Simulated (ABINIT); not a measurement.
## Ba2TaBiO6 (R-3): G0W0 in ABINIT against the exchange cutoff

How does the gap of Ba2TaBiO6 (R-3) converge in the exchange cutoff?

Calculated with ABINIT 10.8.3; LDA and many-body steps on it, plane waves.

**1. Starting point**

The structure is trigonal, space group R-3 (No. 148). The conventional cell has a = 6.151 Å, b = 6.151 Å, c = 14.869 Å, α = 90.00°, β = 90.00°, γ = 120.00°. Nearest to Ba lie 12 O at 2.76 to 3.40 Å. Ta has 6 O at 2.01 Å nearest. Nearest to Bi lie 6 O at 2.36 Å. Nearest to O lie 1 Ta at 2.01 Å and 1 Bi at 2.36 Å and 4 Ba at 2.76 to 3.40 Å. Farther neighbours and most contacts between anions are not listed.

The cell and positions are those that the Materials Project relaxed with its own functionals (PBE, PBE+U or r2SCAN), kept fixed. Spin-orbit coupling is left out unless a step names it.

**2. Screening, 2×2×2 mesh, 150 bands, screening to 130.6 eV**

This step: ABINIT 10.8.3; RPA screening on LDA, plane waves, norm-conserving pseudopotentials.

The RPA dielectric matrix is built and inverted for each q.

Input file run.abi:

```
acell 3*1.0 Angstrom
rprim 
  3.075626834241 1.775713980676 4.956223105800
  -3.075626834241 1.775713980676 4.956223105800
  0.000000000000 -3.551427961352 4.956223105800
ntypat 4
znucl 56 73 83 8
natom 10
typat 1 1 2 3 4 4 4 4 4 4
xred 
  0.748816000000 0.748816000000 0.748816000000
  0.251184000000 0.251184000000 0.251184000000
  0.500000000000 0.500000000000 0.500000000000
  0.000000000000 0.000000000000 0.000000000000
  0.725510000000 0.218856000000 0.322035000000
  0.218856000000 0.322035000000 0.725510000000
  0.322035000000 0.725510000000 0.218856000000
  0.274490000000 0.781144000000 0.677965000000
  0.677965000000 0.274490000000 0.781144000000
  0.781144000000 0.677965000000 0.274490000000
pp_dirpath "pseudos"
pseudos "Ba.upf, Ta.upf, Bi.upf, O.upf"
ecut 36
ngkpt 2 2 2
nshiftk 1
shiftk 0 0 0
kptopt 1
chksymbreak 0
istwfk *1
occopt 1
irdwfk 1
optdriver 3
nband 150
ecuteps 4.8
inclvkb 2
awtr 1
symchi 1
indata_prefix "in"
outdata_prefix "out"
tmpdata_prefix "tmp"
```

Command:

```bash
> OMP_NUM_THREADS=1 mpirun -n 8 abinit run.abi > log
```

Output:

```text
.Version 10.8.3 of ABINIT. v10.8.2 released Aug 2026.

 Symmetries : space group R-3 (#148); Bravais hR (rhombohedral)
[... echo of the input left out ...]
== DATASET  1 ==================================================================
-   mpi_nproc: 8, omp_nthreads: 1 (-1 if OMP is not activated)

--- !DatasetInfo
iteration_state: {dtset: 1, }
dimensions: {natom: 10, nkpt: 4, mband: 150, nsppol: 1, nspinor: 1, nspden: 1, mpw: 11312, }
cutoff_energies: {ecut:  36.0, pawecutdg:  -1.0, }
electrons: {nelect:   8.40000000E+01, charge:   0.00000000E+00, occopt:   1.00000000E+00, tsmear:   1.00000000E-02, }

 SCREENING: Calculation of the susceptibility and dielectric matrices

 Based on a program developped by R.W. Godby, V. Olevano, G. Onida, and L. Reining.
 Incorporated in ABINIT by V. Olevano, G.-M. Rignanese, and M. Torrent.
.Using double precision arithmetic ; gwpc =  8

[... cell and pseudopotentials left out ...]
--------------------------------------------------------------------------------

 ==== K-mesh for the wavefunctions ====
 Number of points in the irreducible wedge :     4
[... list of points left out ...]
 Together with  6 symmetry operations and time-reversal symmetry
 yields     8 points in the full Brillouin Zone.

 ==== Q-mesh for the screening function ====
 Number of points in the irreducible wedge :     4
[... list of points left out ...]
 Together with  6 symmetry operations and time-reversal symmetry
 yields     8 points in the full Brillouin Zone.

 setmesh: FFT mesh size selected  =    45x   45x   45
          total number of points  =        91125

 vcoul_init : cutoff-mode = AUXILIARY_FUNCTION
 q-points for optical limit:   1
     1)      0.000010    0.000020    0.000030

- screening: taking advantage of time-reversal symmetry
- Maximum band index for partially occupied states nbvw = 42
- Remaining bands to be divided among processors   nbcw = 108
- Number of bands treated by each node ~13

 Number of electrons calculated from density =   84.0000; Expected =   84.0000
 average of density, n =  0.076643
 r_s =    1.4604
 omega_plasma =   26.7050 [eV]

 calculating chi0 at frequencies [eV] :
  1    0.000000E+00    0.000000E+00
  2    0.000000E+00    2.670500E+01

--------------------------------------------------------------------------------
  q-point number  1        q = ( 0.000000, 0.000000, 0.000000) [r.l.u.]
--------------------------------------------------------------------------------
[... chi0 elements left out ...]
 For q-point:  0.000010 0.000020 0.000030
  dielectric constant =   6.5540
  dielectric constant without local fields =   7.1567

  Average fulfillment of the sum rule on Im[epsilon] for q-point    1 :     53.82  [%]
[... wings left out ...]
  q-point number  2        q = ( 0.500000, 0.000000, 0.000000) [r.l.u.]
--------------------------------------------------------------------------------
[... chi0 elements left out ...]
  Average fulfillment of the sum rule on Im[epsilon] for q-point    2 :     61.68  [%]

 [... 2 further q-points ...]
```

The job ended after 43 s (8 MPI ranks of AMD EPYC 9B14 (Zen 4), shared host; peak memory 5.2 GiB).

This step gave:

| Item | Value |
| --- | --- |
| ε∞ with local fields, on this mesh, along the program's q direction | 6.554 |
| the same without local fields | 7.157 |
| plasma frequency | 26.70 eV |
| plane waves in the screening matrix | 537 |

Local fields lower ε∞ by 8 %. On a Γ-centred mesh this coarse the value itself is usually too large, while a short band sum pulls it down.

**3. 3.6 Ha**

This step: G0W0 on LDA, plane waves, norm-conserving pseudopotentials.

run.abi: that of step 2 with these lines changed.

```diff
@@ -31,8 +31,19 @@
 irdwfk 1
-optdriver 3
+optdriver 4
 nband 150
+gwcalctyp 0
+ecutsigx 3.6
+symsigma 1
+nkptgw 3
+kptgw 
+  0.5000000000 0.5000000000 0.5000000000
+  0.5000000000 0.0000000000 0.0000000000
+  0.0000000000 0.0000000000 0.0000000000
+bdgw 
+  41 45
+  41 44
+  40 44
 ecuteps 4.8
-inclvkb 2
-awtr 1
-symchi 1
+irdscr 1
+ppmodel 1
 indata_prefix "in"
```

Output:

```text
.Version 10.8.3 of ABINIT. v10.8.2 released Aug 2026.

 Symmetries : space group R-3 (#148); Bravais hR (rhombohedral)
[... echo of the input left out ...]
== DATASET  1 ==================================================================
-   mpi_nproc: 8, omp_nthreads: 1 (-1 if OMP is not activated)

--- !DatasetInfo
iteration_state: {dtset: 1, }
dimensions: {natom: 10, nkpt: 4, mband: 150, nsppol: 1, nspinor: 1, nspden: 1, mpw: 11312, }
cutoff_energies: {ecut:  36.0, pawecutdg:  -1.0, }
electrons: {nelect:   8.40000000E+01, charge:   0.00000000E+00, occopt:   1.00000000E+00, tsmear:   1.00000000E-02, }

 SIGMA: Calculation of the GW corrections

 Based on a program developped by R.W. Godby, V. Olevano, G. Onida, and L. Reining.
 Incorporated in ABINIT by V. Olevano, G.-M. Rignanese, and M. Torrent.
.Using double precision arithmetic ; gwpc =  8

[... cell and pseudopotentials left out ...]
--------------------------------------------------------------------------------

 ==== K-mesh for the wavefunctions ====
 Number of points in the irreducible wedge :     4
[... list of points left out ...]
 Together with  6 symmetry operations and time-reversal symmetry
 yields     8 points in the full Brillouin Zone.

 ==== Q-mesh for screening function ====
 Number of points in the irreducible wedge :     4
[... list of points left out ...]
 Together with  6 symmetry operations and time-reversal symmetry
 yields     8 points in the full Brillouin Zone.

 vcoul_init : cutoff-mode = AUXILIARY_FUNCTION
 q-points for optical limit:   1
     1)      0.000010    0.000020    0.000030
 setmesh: FFT mesh size selected  =    45x   45x   45
          total number of points  =        91125

 Number of electrons calculated from density =   84.0000; Expected =   84.0000
 average of density, n =  0.076643
 r_s =    1.4604
 omega_plasma =   26.7050 [eV]

 === KS Band Gaps ===
  >>>> For spin  1
   Minimum direct gap =   2.5944 [eV], located at k-point      :   0.5000  0.0000  0.0000
   Fundamental gap    =   2.5660 [eV], Top of valence bands at :   0.5000  0.5000  0.5000
                                       Bottom of conduction at :   0.5000  0.0000  0.0000
 SIGMA fundamental parameters:
 PLASMON POLE MODEL  1
 number of plane-waves for SigmaX                  337
 number of plane-waves for SigmaC and W            337
 number of plane-waves for wavefunctions         11299
 number of bands                                   150
 number of independent spin polarizations            1
 number of spinorial components                      1
 number of k-points in IBZ                           4
 number of q-points in IBZ                           4
 number of symmetry operations                       6
 number of k-points in BZ                            8
 number of q-points in BZ                            8
 number of frequencies for dSigma/dE                 9
 frequency step for dSigma/dE [eV]                0.25
 number of omega for Sigma on real axis              0
 max omega for Sigma on real axis  [eV]           0.00
 zcut for avoiding poles [eV]                     0.10

 EPSILON^-1 parameters (SCR file):
 dimension of the eps^-1 matrix on file            537
 dimension of the eps^-1 matrix used               337
 number of plane-waves for wavefunctions         11299
 number of bands                                   150
 number of q-points in IBZ                           4
 number of frequencies                               2
 number of real frequencies                          1
 number of imag frequencies                          1

 matrix elements of self-energy operator (all in [eV])

 Perturbative Calculation

--- !SelfEnergy_ee
iteration_state: {dtset: 1, }
kpoint     : [   0.500,    0.500,    0.500, ]
spin       : 1
KS_gap     :    2.705
QP_gap     :    2.668
Delta_QP_KS:   -0.036
data: !SigmaeeData |
     Band     E0 <VxcDFT>   SigX SigC(E0)      Z dSigC/dE  Sig(E)    E-E0       E
       41   4.319 -18.520 -21.034   4.995   0.769  -0.300 -16.611   1.909   6.228
       42   5.829 -19.904 -20.339   3.668   0.790  -0.265 -17.350   2.554   8.384
       43   8.534 -14.126  -8.011  -3.069   0.827  -0.210 -11.608   2.518  11.052
       44   8.985 -14.588  -8.364  -3.005   0.826  -0.211 -11.930   2.658  11.643
       45   8.985 -14.588  -8.364  -3.005   0.826  -0.211 -11.930   2.658  11.643

--- !SelfEnergy_ee
iteration_state: {dtset: 1, }
kpoint     : [   0.500,    0.000,    0.000, ]
spin       : 1
KS_gap     :    2.594
QP_gap     :    2.556
Delta_QP_KS:   -0.038
data: !SigmaeeData |
     Band     E0 <VxcDFT>   SigX SigC(E0)      Z dSigC/dE  Sig(E)    E-E0       E
       41   4.596 -18.752 -21.038   4.895   0.770  -0.298 -16.743   2.009   6.605
[...]
--- !SelfEnergy_ee
iteration_state: {dtset: 1, }
kpoint     : [   0.000,    0.000,    0.000, ]
spin       : 1
KS_gap     :    3.957
QP_gap     :    3.780
Delta_QP_KS:   -0.177
data: !SigmaeeData |
     Band     E0 <VxcDFT>   SigX SigC(E0)      Z dSigC/dE  Sig(E)    E-E0       E
[...]
42   5.059 -19.192 -20.738   4.414   0.776  -0.288 -16.965   2.226   7.285
       43   9.016 -13.028  -7.864  -2.700   0.832  -0.202 -10.979   2.049  11.065
       44   9.195 -15.313  -7.875  -3.505   0.817  -0.225 -12.101   3.212  12.407

== END DATASET(S) ==============================================================
================================================================================

 -outvars: echo values of variables after computation  --------
           etotal      0.0000000000E+00
            nband         150
             nkpt           4
          spgroup         148
 [... the other variables as echoed above ...]

 Calculation completed.
```

It took 13 s on 8 MPI ranks; peak memory 2.2 GiB.

Numbers from this step:

```yaml
g0w0_gap_on_the_points_computed: 2.516 eV
starting_gap_on_the_mesh: 2.566 eV
k_of_the_valence_top: 0.5, 0.5, 0.5
k_of_the_conduction_bottom: 0.5, 0, 0
z_at_the_valence_top: 0.79
z_at_the_conduction_bottom: 0.829
least_direct_g0w0_gap_on_the_computed_points: 2.556 eV
```

**4. 7.2 Ha**

run.abi: that of step 3 with these lines changed.

```diff
@@ -34,3 +34,3 @@
 gwcalctyp 0
-ecutsigx 3.6
+ecutsigx 7.2
 symsigma 1
```

Output:

```text
.Version 10.8.3 of ABINIT. v10.8.2 released Aug 2026.

 Symmetries : space group R-3 (#148); Bravais hR (rhombohedral)
[... echo of the input left out ...]
== DATASET  1 ==================================================================
-   mpi_nproc: 8, omp_nthreads: 1 (-1 if OMP is not activated)

--- !DatasetInfo
iteration_state: {dtset: 1, }
dimensions: {natom: 10, nkpt: 4, mband: 150, nsppol: 1, nspinor: 1, nspden: 1, mpw: 11312, }
cutoff_energies: {ecut:  36.0, pawecutdg:  -1.0, }
electrons: {nelect:   8.40000000E+01, charge:   0.00000000E+00, occopt:   1.00000000E+00, tsmear:   1.00000000E-02, }

 SIGMA: Calculation of the GW corrections

 Based on a program developped by R.W. Godby, V. Olevano, G. Onida, and L. Reining.
 Incorporated in ABINIT by V. Olevano, G.-M. Rignanese, and M. Torrent.
.Using double precision arithmetic ; gwpc =  8

[... cell and pseudopotentials left out ...]
--------------------------------------------------------------------------------

 ==== K-mesh for the wavefunctions ====
 Number of points in the irreducible wedge :     4
[... list of points left out ...]
 Together with  6 symmetry operations and time-reversal symmetry
 yields     8 points in the full Brillouin Zone.

 ==== Q-mesh for screening function ====
 Number of points in the irreducible wedge :     4
[... list of points left out ...]
 Together with  6 symmetry operations and time-reversal symmetry
 yields     8 points in the full Brillouin Zone.

 vcoul_init : cutoff-mode = AUXILIARY_FUNCTION
 q-points for optical limit:   1
     1)      0.000010    0.000020    0.000030
 setmesh: FFT mesh size selected  =    45x   45x   45
          total number of points  =        91125

 Number of electrons calculated from density =   84.0000; Expected =   84.0000
[...]
number of plane-waves for wavefunctions         11299
 number of bands                                   150
 number of q-points in IBZ                           4
 number of frequencies                               2
 number of real frequencies                          1
 number of imag frequencies                          1

 matrix elements of self-energy operator (all in [eV])

 Perturbative Calculation

--- !SelfEnergy_ee
iteration_state: {dtset: 1, }
kpoint     : [   0.500,    0.500,    0.500, ]
spin       : 1
KS_gap     :    2.705
QP_gap     :    3.388
Delta_QP_KS:    0.683
data: !SigmaeeData |
     Band     E0 <VxcDFT>   SigX SigC(E0)      Z dSigC/dE  Sig(E)    E-E0       E
       41   4.319 -18.520 -22.570   5.101   0.764  -0.308 -17.717   0.803   5.122
       42   5.829 -19.904 -22.264   3.723   0.786  -0.273 -18.833   1.071   6.900
       43   8.534 -14.126  -8.963  -3.038   0.825  -0.212 -12.373   1.754  10.288
[...]
--- !SelfEnergy_ee
iteration_state: {dtset: 1, }
kpoint     : [   0.500,    0.000,    0.000, ]
spin       : 1
KS_gap     :    2.594
QP_gap     :    3.288
Delta_QP_KS:    0.694
data: !SigmaeeData |
     Band     E0 <VxcDFT>   SigX SigC(E0)      Z dSigC/dE  Sig(E)    E-E0       E
[...]
--- !SelfEnergy_ee
iteration_state: {dtset: 1, }
kpoint     : [   0.000,    0.000,    0.000, ]
spin       : 1
KS_gap     :    3.957
QP_gap     :    4.450
Delta_QP_KS:    0.493
data: !SigmaeeData |
     Band     E0 <VxcDFT>   SigX SigC(E0)      Z dSigC/dE  Sig(E)    E-E0       E
[...]
43   9.016 -13.028  -8.606  -2.664   0.830  -0.205 -11.569   1.459  10.475
       44   9.195 -15.313  -9.039  -3.484   0.815  -0.227 -13.039   2.274  11.469

== END DATASET(S) ==============================================================
================================================================================

 -outvars: echo values of variables after computation  --------
           etotal      0.0000000000E+00
            nband         150
             nkpt           4
          spgroup         148
 [... the other variables as echoed above ...]

 Calculation completed.
```

Run time: 22 s. Hardware: 8 MPI ranks; peak memory 2.5 GiB.

Numbers from this step:

* G0W0 gap on the points computed: 3.251 eV
* starting gap on the mesh: 2.566 eV
* k of the valence top: 0.5, 0.5, 0.5
* k of the conduction bottom: 0.5, 0, 0
* Z at the valence top: 0.786
* Z at the conduction bottom: 0.827
* least direct G0W0 gap on the computed points: 3.288 eV

**5. 14.4 Ha**

The self-energy is evaluated for the states that the input lists, and the levels follow from it, in one-shot runs by the linearised quasiparticle equation.

run.abi: that of step 4 with these lines changed.

```diff
@@ -34,3 +34,3 @@
 gwcalctyp 0
-ecutsigx 7.2
+ecutsigx 14.4
 symsigma 1
```

Output:

```text
.Version 10.8.3 of ABINIT. v10.8.2 released Aug 2026.

 Symmetries : space group R-3 (#148); Bravais hR (rhombohedral)
[... echo of the input left out ...]
== DATASET  1 ==================================================================
-   mpi_nproc: 8, omp_nthreads: 1 (-1 if OMP is not activated)

--- !DatasetInfo
iteration_state: {dtset: 1, }
dimensions: {natom: 10, nkpt: 4, mband: 150, nsppol: 1, nspinor: 1, nspden: 1, mpw: 11312, }
cutoff_energies: {ecut:  36.0, pawecutdg:  -1.0, }
[...]
Band     E0 <VxcDFT>   SigX SigC(E0)      Z dSigC/dE  Sig(E)    E-E0       E
[...]
43   9.016 -13.028  -8.844  -2.664   0.830  -0.205 -11.766   1.261  10.277
       44   9.195 -15.313  -9.433  -3.484   0.815  -0.227 -13.360   1.953  11.148

== END DATASET(S) ==============================================================
================================================================================

 -outvars: echo values of variables after computation  --------
           etotal      0.0000000000E+00
            nband         150
             nkpt           4
          spgroup         148
 [... the other variables as echoed above ...]

 Calculation completed.
```

The job ended after 26 s (8 MPI ranks; peak memory 2.5 GiB; 3.4 min of CPU time).

Numbers from this step:

| Property | Result |
| --- | --- |
| G0W0 gap on the points computed | 3.576 eV |
| starting gap on the mesh | 2.566 eV |
| k of the valence top | 0.5, 0.5, 0.5 |
| k of the conduction bottom | 0.5, 0, 0 |
| least direct G0W0 gap on the computed points | 3.613 eV |

The gap on the mesh goes from 2.57 eV to 3.58 eV, a correction of +1.01 eV.

(Continued in part 2 of 2.)

[Paths, hosts, dates, memory and timing lines, banners, echoed tables and standing remarks are left out of the program output.]

[Logs are printed without paths, hosts, clocks, repeated set-up lines and the standing remarks that a program may print on its own settings, such as how far it seeks lower states.]

[Runs of the session that timed out or met a known fault of the program may be left out.]

[No measured gap is set beside runs whose start may be inverted or whose files or cutoffs have a known fault.]

[Hosts, paths, dates, database ids (printed as entryN), source tags and the programs' standing remarks are cut or masked in the printed files.]

[G0W0 gaps are taken among the corrected bands and points alone; a level outside them can change the order at an edge.]

[Where Ansatz stands beside ABINIT at settings called matched, ABINIT's density can come from a denser mesh and the files from another edition; pairs whose starting gaps differed by over 0.03 eV were left out, so agreement reads better than it is.]
